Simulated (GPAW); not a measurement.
# Quasiparticle gap of CsH (Pm-3m) in GPAW

How does a plane-wave GW calculation on CsH (Pm-3m) run from the first input to the gap?

Main program and level: GPAW 26.7.0; LDA and many-body steps on it, plane waves.

This is a report of a sequence of runs, with most program output left out.

## Step 1: Starting point

Symmetry: Pm-3m, No. 221, cubic system. Conventional cell: a = 3.818 Å, b = 3.818 Å, c = 3.818 Å, α = 90.00°, β = 90.00°, γ = 90.00°. Cs has 8 H at 3.31 Å nearest. Nearest to H lie 8 Cs at 3.31 Å. Farther neighbours are not listed.

The cell and positions are those that the Materials Project relaxed with its own functionals (PBE, PBE+U or r2SCAN), kept fixed. Spin-orbit coupling is left out unless a step names it.

## Step 2: Ground state

This step: GPAW 26.7.0; DFT, LDA, plane waves, PAW.

The ground-state density comes first.

run.py reads:

```python
import json
import numpy as np
from gpaw.mpi import world
from ase import Atoms
from gpaw import GPAW, PW, FermiDirac

atoms = Atoms(['Cs', 'H'],
    cell=[[3.8184085400, 0.0000000000, 0.0000000000],
      [0.0000000000, 3.8184085400, 0.0000000000],
      [0.0000000000, 0.0000000000, 3.8184085400]],
    scaled_positions=[[0.0000000000, 0.0000000000, 0.0000000000],
      [0.5000000000, 0.5000000000, 0.5000000000]],
    pbc=(True, True, True))
calc = GPAW(mode=PW(600),
    xc='LDA',
    kpts={'size': (6, 6, 6), 'gamma': True},
    occupations=FermiDirac(0.001),
    nbands=-7,
    convergence={'density': 1e-6, 'bands': -3},
    maxiter=100,
    txt='gs.txt')
atoms.calc = calc
res = {'energy': atoms.get_potential_energy()}
kpts = calc.get_ibz_k_points()
res['kpts'] = kpts
res['eigenvalues'] = [calc.get_eigenvalues(kpt=k) for k in range(len(kpts))]
res['n_electrons'] = calc.get_number_of_electrons()
calc.write('gs.gpw')

if world.rank == 0:
    with open('result.json', 'w') as f:
        json.dump(res, f, default=lambda x: x.tolist())
```

Started as:

```
$ mpirun -n 4 gpaw python run.py
```

The job ended after 3.8 s (4 MPI ranks of Arm Neoverse V2, shared host; peak memory 0.59 GiB; 15 s of CPU time).

Numbers from this step:

- total energy: -4.884 eV
- gap: 2.272 eV
- k of the valence top: 0.5, 0.5, 0.5
- k of the conduction bottom: 0.5, 0, 0
- least direct gap: 2.457 eV

The gap is indirect, with the least direct gap 0.18 eV higher.

## Step 3: Empty states on the mesh, 4×4×4 mesh, 509 bands

The sums over transitions need many empty states on a uniform mesh; this step solves for them.

run.py reads:

```python
import json
import numpy as np
from gpaw.mpi import world
from gpaw import GPAW

calc = GPAW('gs.gpw').fixed_density(kpts={'size': (4, 4, 4), 'gamma': True},
    parallel={'domain': 1, 'band': 1},
    txt='nscf.txt')
calc.diagonalize_full_hamiltonian(nbands=509)
calc.write('full.gpw', mode='all')
res = {}
kpts = calc.get_ibz_k_points()
res['kpts'] = kpts
res['eigenvalues'] = [calc.get_eigenvalues(kpt=k) for k in range(len(kpts))]
res['n_electrons'] = calc.get_number_of_electrons()

if world.rank == 0:
    with open('result.json', 'w') as f:
        json.dump(res, f, default=lambda x: x.tolist())
```

Started as:

```
$ mpirun -n 4 gpaw python run.py
```

Run time: 21 s. Hardware: 4 MPI ranks; peak memory 1.8 GiB; 83 s of CPU time.

Numbers from this step:

```
gap                                                           : 2.272 eV
k of the valence top                                          : 0.5, 0.5, 0.5
k of the conduction bottom                                    : 0.5, 0, 0
least direct gap                                              : 2.457 eV
k points computed                                             : 10
lowest point of the top converged band, above the valence top : 240.1072 eV
```

On this mesh the gap is 2.272 eV.

## Step 4: Screening and self-energy, 4×4×4 mesh, 232 bands, screening to 150 eV

Now the one-shot GW correction: screening in the RPA, then the self-energy of the levels asked for.

This step: G0W0 on LDA, plane waves, PAW.

run.py reads:

```python
import json
import numpy as np
from gpaw.mpi import world
from gpaw.response.g0w0 import G0W0

gw = G0W0('full.gpw',
    filename='gw',
    kpts=[0, 4, 9],
    bands=(3, 7),
    ecut=150,
    nbands=232,
    integrate_gamma='WS',
    ppa=True)
gw.calculate()
res = {mode: {k: v for k, v in r.items() if k != 'sigma_eskwn'}
       for mode, r in gw.all_results.items()}

if world.rank == 0:
    with open('result.json', 'w') as f:
        json.dump(res, f, default=lambda x: x.tolist())
```

Started as:

```
$ mpirun -n 4 gpaw python run.py
```

The job ended after 95 s (4 MPI ranks; peak memory 1.2 GiB; 6.3 min of CPU time).

This step gave:

```
G0W0 gap on the points computed              : 4.508 eV
least direct G0W0 gap on the computed points : 4.594 eV
Z at the valence top                         : 0.7849
Z at the conduction bottom                   : 0.8372
starting gap on the mesh                     : 2.272 eV
k of the valence top                         : 0.5, 0.5, 0.5
k of the conduction bottom                   : 0.5, 0, 0
```

The gap on the mesh goes from 2.27 eV to 4.51 eV, a correction of +2.24 eV.

Limits: finite bands, cutoff and mesh; no spin-orbit coupling; coarse k mesh. v1 is the top filled band, c1 the lowest empty one. The levels before and after the correction (eV, zero at the valence-band top of each column):

```
           conduction bottom  valence top
Kohn-Sham               2.27         0.00
     G0W0               4.51         0.00
```

```
                         level  energy (eV)
Kohn-Sham         (0.5 0 0) v2       -7.791
Kohn-Sham         (0.5 0 0) v1       -0.279
Kohn-Sham         (0.5 0 0) c1        2.272
Kohn-Sham         (0.5 0 0) c2        3.872
Kohn-Sham     (0.5 0.5 0.5) v2       -8.953
Kohn-Sham     (0.5 0.5 0.5) v1        0.000
Kohn-Sham  (0.5 0.5 0.5) c1-c2        2.457
     G0W0         (0.5 0 0) v2       -7.875
     G0W0         (0.5 0 0) v1       -0.259
     G0W0         (0.5 0 0) c1        4.508
     G0W0         (0.5 0 0) c2        6.356
     G0W0     (0.5 0.5 0.5) v2       -9.137
     G0W0     (0.5 0.5 0.5) v1        0.000
     G0W0  (0.5 0.5 0.5) c1-c2        4.594
```

## Step 5: Where the time went

Times are wall times on 4 MPI ranks of Arm Neoverse V2, shared host, good to a factor of about two.

```
                     step   time  share  memory (GiB)
             ground state  3.8 s    3 %          0.59
 empty states on the mesh   21 s   17 %           1.8
screening and self-energy   95 s   79 %           1.2
```

## Step 6: What came out

```json
{
  "LDA gap": "2.27 eV, indirect",
  "G0W0 gap on the mesh": "4.51 eV",
  "GW settings": "4×4×4 mesh, 232 bands, screening to 150 eV, Godby-Needs plasmon pole",
  "known limits": "not at the basis limit; no spin-orbit coupling; coarse k mesh"
}
```

What this shows: G0W0 moves the gap on the mesh from 2.27 eV to 4.51 eV (+2.24 eV), with Z of 0.78 and 0.84 at the edges. Only 3 of the mesh's irreducible points were corrected, so a valley elsewhere could overtake. The dearest step here is «screening and self-energy». Bands and cutoff are finite, so the gap is not at the basis limit. The miss can reach some tenths of an eV and take either sign; the mesh is an error of its own. These stock PAW sets were not made for GW. In the G0W0 run levels were corrected at 3 k points alone, so a gap called «on the mesh» is the least over those, and an edge elsewhere would be missed. The 4×4×4 mesh is coarse for this cell, which bears on the long-range parts of exchange and screening. The many-body steps are scalar-relativistic: spin-orbit coupling is not in them.

[Paths, hosts, dates, memory and timing lines, banners, echoed tables and standing remarks are left out of the program output.]

[Logs are printed without paths, hosts, clocks, repeated set-up lines and the standing remarks that a program may print on its own settings, such as how far it seeks lower states.]

[Runs of the session that timed out or met a known fault of the program may be left out.]

[Hosts, paths, dates, database ids (printed as entryN), source tags and the programs' standing remarks are cut or masked in the printed files.]
